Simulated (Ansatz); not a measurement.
# Phonons of LuBRh3 (Pm-3m) against volume, part 2 of 2

Does LuBRh3 (Pm-3m) expand much on heating, by its phonons?

Ansatz 0.2.0; DFT PBEsol, scalar-relativistic, plane waves, PAW; PAW set soft_1.

So far, highest frequency on path, mesh or solved points (cm⁻¹): step 2 (the dispersion) 683; step 4 (phonons at the other volume, volume ratio 0.97) 713.

## Step 6: Phonons at the other volume, volume ratio 1.03

The phonons are repeated at this volume on the same meshes, so that differences come from the volume alone.

Input file input.yaml:

```yaml
crystal:
  lattice:
    - [4.1615242578, 0.0, 0.0]
    - [0.0, 4.1615242578, 0.0]
    - [0.0, 0.0, 4.1615242578]
  atoms:
    - { symbol: Lu, position: [0.0, 0.0, 0.0] }
    - { symbol: B, position: [0.5, 0.5, 0.5] }
    - { symbol: Rh, position: [0.0, 0.5, 0.5] }
    - { symbol: Rh, position: [0.5, 0.0, 0.5] }
    - { symbol: Rh, position: [0.5, 0.5, 0.0] }
kpoints:
  mp_grid: { grid: [12, 12, 12] }
hamiltonian:
  xc: pbesol
  pseudopotentials: { kind: paw, azcp: { folder: soft_1 }, xc_functional: pbe }
scf:
  occupations: { method: methfessel_paxton, width: 0.2 }
output:
  eigenvalues: true
phonons:
  method: dfpt
  qmesh: [2, 2, 2]
  temperatures: { t_max: 1000, t_step: 50 }
  qpath:
    path:
      - [[0.0, 0.0, 0.0], [0.0, 0.5, 0.0], [0.5, 0.5, 0.0], [0.0, 0.0, 0.0], [0.5, 0.5, 0.5], [0.0, 0.5, 0.0]]
      - [[0.5, 0.5, 0.5], [0.5, 0.5, 0.0]]
    npoints: 10
```

Launch:

```bash
$ ansatz run input.yaml --threads 4 --pin off --max-ram 10240MiB --backend cpu --events-out ev --progress --plain --runs-dir out
```

Standard output:

```text
[...]
Crystal: 5 atoms, lattice volume = 72.070 Å³
Basis set: ecut = 420 eV, 1365 PW (Γ), exchange–correlation on 60×60×60 points (8 copies of the dense FFT grid, shifted against one another)
Bands: 48, of which v1, the nominal top of the filled ones, is band 40 counted from 1 (39 counted from 0)
Symmetry: 48 space group operations
k-points: 84 of 1728
[...]
k-point 83: bands = [... 36 lower, 18.8980, 18.8980, 18.8980, 19.9658, 19.9658, 19.9658, 21.1124, 21.1124, ... 4 higher]
[...]
ASR residual: 2.779e-5 → 0.000e0 eV/Å²; symmetrization residual: 1.170e-6 eV/Å²
  ASR residual per site (eV/Å²): 2.78e-5 1.80e-5 1.71e-5 1.71e-5 1.71e-5
[...]
--- Phonons (arbitrary-q DFPT): 4 irreducible q on the 2×2×2 mesh ---
[...]
interpolated dispersion: 62 rows × 15 modes
[...]
[key lines of the parts left out:]
SCF converged after 14 iterations
Free energy (F): -33785.089935 eV
Fermi energy:    18.753807 eV
```

The job ended after 13 min (4 threads of Arm Neoverse V2, shared host; peak memory 2.9 GiB).

This step gave:

| Item | Value |
| --- | --- |
| sum-rule residual before enforcement | 2.78e-5 eV/Å² |
| highest frequency on path, mesh or solved points | 653.7 cm⁻¹ |
| mean frequency | 225.3 cm⁻¹ |
| Debye temperature (second moment) | 543 K |
| logarithmic mean frequency | 174 cm⁻¹ |
| highest optical mode at the zone centre (no LO-TO term) | 524.7 cm⁻¹ |
| lowest optical zone-centre mode | 108.9 cm⁻¹ |
| lowest mode on the q mesh (acoustic modes at Γ apart) | 82.29 cm⁻¹ |
| zero-point energy per atom | 41.9 meV |
| heat capacity at 300 K | 21.90 J/(mol atoms K) |
| vibrational entropy at 300 K | 31.22 J/(mol atoms K) |
| edges of the widest gap between branches, on path and mesh | 273.2, 524.7 cm⁻¹ |

Frequencies (cm⁻¹) solved at each irreducible wavevector; negative means imaginary. Frequencies by wavevector, by row:

```csv
q in reciprocal lattice units,star,mode 1,mode 2,mode 3,mode 4,mode 13,mode 14,mode 15
0 0 0,1,0,0,0,108.9,524.7,524.7,524.7
0 0 -0.5,3,85.2,85.2,96.2,96.2,527.4,527.4,646.8
0 -0.5 -0.5,3,91,91,104.2,109.6,527,649.4,649.4
-0.5 -0.5 -0.5,1,82.3,82.3,82.3,111,653.7,653.7,653.7
```

The highest optical mode at the zone centre (no LO-TO term) is 524.7 cm⁻¹, -34.2 cm⁻¹ against the base run.

## Step 7: Grüneisen parameters

The Grüneisen parameter of a mode is minus the logarithmic change of its frequency with volume, −d ln ω / d ln V; weighted by heat capacity it gives the expansion.

This step gave:

| Item | Value |
| --- | --- |
| bulk modulus | 211.4 GPa |

The phonon branches at the labelled points (cm⁻¹):

```csv
point,branch 1,branch 2,branch 3,branch 4,branch 12,branch 13,branch 14,branch 15
Γ,0,0,0,114,153,559,559,559
halfway,53,53,89,114,198,560,560,617
X,89,89,100,100,235,561,561,676
halfway,91,100,106,109,248,561,619,677
M,95,95,110,112,270,561,678,678
halfway,74,75,106,116,216,561,618,618
Γ,0,0,0,114,153,559,559,559
halfway,84,84,112,131,231,619,619,620
R,86,86,86,114,290,682,682,682
halfway,93,97,100,127,258,620,621,678
X,89,89,100,100,235,561,561,676
jump to R,86,86,86,114,290,682,682,682
halfway,92,92,99,113,277,622,680,680
M,95,95,110,112,270,561,678,678
```

The same for volume x 0.97:

```csv
point,branch 1,branch 2,branch 3,branch 4,branch 12,branch 13,branch 14,branch 15
Γ,0,0,0,119,163,594,594,594
X,94,94,105,105,252,597,597,706
M,98,98,115,117,287,596,708,708
Γ,0,0,0,119,163,594,594,594
R,90,90,90,117,308,712,712,712
X,94,94,105,105,252,597,597,706
R,90,90,90,117,308,712,712,712
M,98,98,115,117,287,596,708,708
```

The same for volume x 1.03:

```csv
point,branch 1,branch 2,branch 3,branch 4,branch 12,branch 13,branch 14,branch 15
Γ,0,0,0,109,144,525,525,525
X,85,85,96,96,220,527,527,647
M,91,91,104,110,254,527,649,649
Γ,0,0,0,109,144,525,525,525
R,82,82,82,111,273,654,654,654
X,85,85,96,96,220,527,527,647
R,82,82,82,111,273,654,654,654
M,91,91,104,110,254,527,649,649
```

Mode Grueneisen parameter -dln(w)/dln(V), modes matched by rank; at Γ the acoustic branches take the value of a neighbouring point of the path. Mode grüneisen parameters along the path, in :

```csv
point,branch 1,branch 2,branch 3,branch 4,branch 12,branch 13,branch 14,branch 15
Γ,1.50,1.50,1.77,1.46,2.13,2.08,2.08,2.08
halfway,1.53,1.53,1.69,1.50,1.97,2.07,2.07,1.72
X,1.62,1.62,1.41,1.41,2.26,2.06,2.06,1.45
halfway,1.26,1.75,1.55,1.43,2.09,2.06,1.69,1.44
M,1.29,1.29,1.70,1.09,2.05,2.06,1.43,1.43
halfway,1.54,1.13,1.94,1.55,1.88,2.06,1.70,1.71
Γ,1.60,1.45,1.92,1.46,2.13,2.08,2.08,2.08
halfway,1.26,1.26,2.05,1.70,1.83,1.70,1.70,1.70
R,1.53,1.53,1.53,0.92,2.00,1.44,1.44,1.44
halfway,1.50,1.42,1.58,1.43,2.00,1.69,1.70,1.44
X,1.62,1.62,1.41,1.41,2.26,2.06,2.06,1.45
jump to R,1.53,1.53,1.53,0.92,2.00,1.44,1.44,1.44
halfway,1.44,1.44,1.71,0.90,2.01,1.69,1.44,1.44
M,1.29,1.29,1.70,1.09,2.05,2.06,1.43,1.43
```

(dS/dlnV)/C_V. Table of thermodynamic Grueneisen parameter by temperature:

```csv
temperature (K),thermodynamic Grueneisen parameter
50,1.69
100,1.77
150,1.80
200,1.80
250,1.80
300,1.80
350,1.80
400,1.80
450,1.80
500,1.80
550,1.80
600,1.8
650,1.80
700,1.8
750,1.8
800,1.8
850,1.8
900,1.8
950,1.8
1000,1.80
```

Gamma C_V/(B V) at the static volume. Table of volume expansion by temperature:

```csv
temperature (K),volume expansion (1e-6/K)
50,6.23
100,14.2
150,17.6
200,19.6
250,21.0
300,21.9
350,22.6
400,23.1
450,23.5
500,23.8
550,24.0
600,24.2
650,24.3
700,24.4
750,24.5
800,24.6
850,24.6
900,24.7
950,24.8
1000,24.8
```

## Step 8: Results

| Item | Value |
| --- | --- |
| bulk modulus | 211 GPa |
| thermodynamic Grüneisen parameter at 300 K | 1.804 |
| volume expansion at 300 K, estimated | 21.91 × 10⁻⁶ K⁻¹ |

By this estimate the volume grows by 21.9 × 10⁻⁶ per kelvin at 300 K. The highest optical mode at Γ goes from 594 to 525 cm⁻¹ as the cell grows, a Grüneisen parameter of 2.08. Mode parameters on the path run from 0.87 to 2.6, with a median of 1.8. Branches are matched by rank, so values near crossings are rough. The expansion is the Grüneisen estimate at the static volume, with the static bulk modulus. The q mesh stands for a supercell only 8.2 Å across, so branches between the solved wavevectors are rough. With no gap, or one that is small against the smearing, the frequencies hang on the k mesh and the smearing, most of all near Kohn anomalies. The phonon runs are without spin polarisation, although the cell has an odd electron count. Spin-orbit coupling is left out, which can matter for the heavy elements here. The PAW files were made for PBE and serve the other functionals too. A phonon run warned that its eigensolver left some bands unconverged in a pass.

[Long decimals in the printed logs are rounded to 6 places.]

[Logs are printed without paths, hosts, clocks, repeated set-up lines and the standing remarks that a program may print on its own settings, such as how far it seeks lower states.]

[Hosts, paths, dates, database ids (printed as entryN), source tags and the programs' standing remarks are cut or masked in the printed files.]

[Where the starting crystal was built by hand or by swapping elements, it need not be the compound's stable phase.]
